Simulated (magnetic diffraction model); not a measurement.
# Which magnetic order? PrAl₄Zn₄Fe₄

Space group I4/mmm (no. 139), a = 8.6830 Å, c = 4.9370 Å.

| site | atom | x | y | z |
| --- | --- | --- | --- | --- |
| 2a | Pr | 0 | 0 | 0 |
| 8i | Zn | 0.1539 | 1/2 | 1/2 |
| 8f | Fe | 1/4 | 3/4 | 1/4 |
| 8j | Al | 0.2685 | 1/2 | 0 |

This is a made-up structure (elements placed in a structure type, unrelaxed), so the numbers test the method and describe no known phase.

Only Pr and Fe are taken to order (form factors of Pr3+ and Fe2+); orders and moment sizes are assumed, and not adapted to the symmetry. Radiation: neutrons of λ = 1.8 Å, 8° to 65°; isotropic B of 0.18 Å² (Pr), 0.22 Å² (Zn), 0.21 Å² (Fe) and 0.28 Å² (Al). The intensities are simulated: I ∝ L Σ (|F_N|² + |F_M⊥|²) for unpolarised neutrons, with F_M = 2.695 fm/μB × Σ f(s) S exp(2πi Q·r) exp(−B s²) at Q = H ± k (one set where k and −k are equivalent), only the part normal to Q counting and L = 1/(sin²θ cos θ). For collinear order S is the moment m, which repeats by lattice and centring translations R with the sign exp(−2πi k·R). Form factors are spin-only for 3d ions and dipole or tabulated for f ions, scattering lengths are Sears's of 1992, and absorption is left out. A label names one of the reflections at its angle. The strongest nuclear line in the range is 100, and lines under 0.2 are left out.

Above the ordering temperature:

```csv
2θ (°),index,I
16.86,(1 1 0),7.0
23.93,(2 0 0),51.3
24.21,(1 0 1),0.5
34.10,(2 2 0),17.3
38.27,(3 1 0),3.7
42.26,(3 0 1),26.8
46.28,(1 1 2),2.0
48.99,(4 0 0),69.7
49.14,(3 2 1),34.7
49.59,(2 0 2),100.0
52.18,(3 3 0),8.9
55.23,(4 2 0),71.8
55.37,(4 1 1),19.9
55.79,(2 2 2),98.4
58.72,(3 1 2),3.5
```

Below it (cell unchanged):

```tsv
2θ (°)	I
16.86	11.1
23.93	59.7
24.21	5.9
34.10	30.8
34.30	4.4
38.27	5.1
42.26	28.1
42.77	1.2
46.28	3.4
48.99	74.4
49.14	36.5
49.59	112.8
52.18	9.2
55.23	72.7
55.37	21.3
55.79	99.6
58.72	4.9
63.81	0.5
```

**Question.** Find the propagation vector, then choose among these models:
A. collinear moments along [101], 2.6 μB on Pr and 2.17 μB on Fe; signs + at (0, 0, 0), − at (1/4, 3/4, 1/4), + at (1/4, 3/4, 3/4), + at (3/4, 3/4, 1/4), − at (3/4, 3/4, 3/4)
B. collinear moments along [111], 2.6 μB on Pr and 2.17 μB on Fe; signs + at (0, 0, 0), − at (1/4, 3/4, 1/4), + at (1/4, 3/4, 3/4), + at (3/4, 3/4, 1/4), − at (3/4, 3/4, 3/4)
C. collinear moments along [111], 2.6 μB on Pr and 2.17 μB on Fe; signs + at (0, 0, 0), + at (1/4, 3/4, 1/4), + at (1/4, 3/4, 3/4), + at (3/4, 3/4, 1/4), + at (3/4, 3/4, 3/4)
D. collinear moments along [101], 2.6 μB on Pr and 2.17 μB on Fe; signs + at (0, 0, 0), + at (1/4, 3/4, 1/4), + at (1/4, 3/4, 3/4), + at (3/4, 3/4, 1/4), + at (3/4, 3/4, 3/4)

No line moves, and magnetic intensity falls on nuclear lines such as the one at 34.10°; new lines at (2 1 1) have whole indices that obey the lattice centring, at places with no nuclear intensity to speak of, so the magnetic cell equals the chemical primitive cell: k = 0.

Magnetic intensity, observed (below minus above) and for each model:

| 2θ (°) | index | observed | A | B | C | D |
| --- | --- | --- | --- | --- | --- | --- |
| 23.93 | (2 0 0) | 8.4 | 2.2 | 2.0 | 8.4 | 9.2 |
| 24.21 | (1 0 1) | 5.4 | 17.2 | 26.0 | 5.4 | 5.0 |
| 34.10 | (2 2 0) | 13.5 | 1.0 | 0.9 | 13.5 | 14.8 |
| 34.30 | (2 1 1) | 4.4 | 28.4 | 23.6 | 4.4 | 4.4 |
| 42.26 | (3 0 1) | 1.3 | 5.9 | 6.8 | 1.3 | 1.3 |
| 48.99 | (4 0 0) | 4.8 | 0.5 | 0.4 | 4.8 | 5.2 |
| 49.59 | (2 0 2) | 12.8 | 1.0 | 1.1 | 12.8 | 11.7 |
| 55.37 | (4 1 1) | 1.3 | 6.0 | 4.5 | 1.3 | 1.4 |

Model C matches.

The structure used: k = (0 0 0), collinear moments along [111], 2.6 μB on Pr and 2.17 μB on Fe; signs + at (0, 0, 0), + at (1/4, 3/4, 1/4), + at (1/4, 3/4, 3/4), + at (3/4, 3/4, 1/4), + at (3/4, 3/4, 3/4).

[Logs are printed without paths, hosts, clocks, repeated set-up lines and the standing remarks that a program may print on its own settings, such as how far it seeks lower states.]
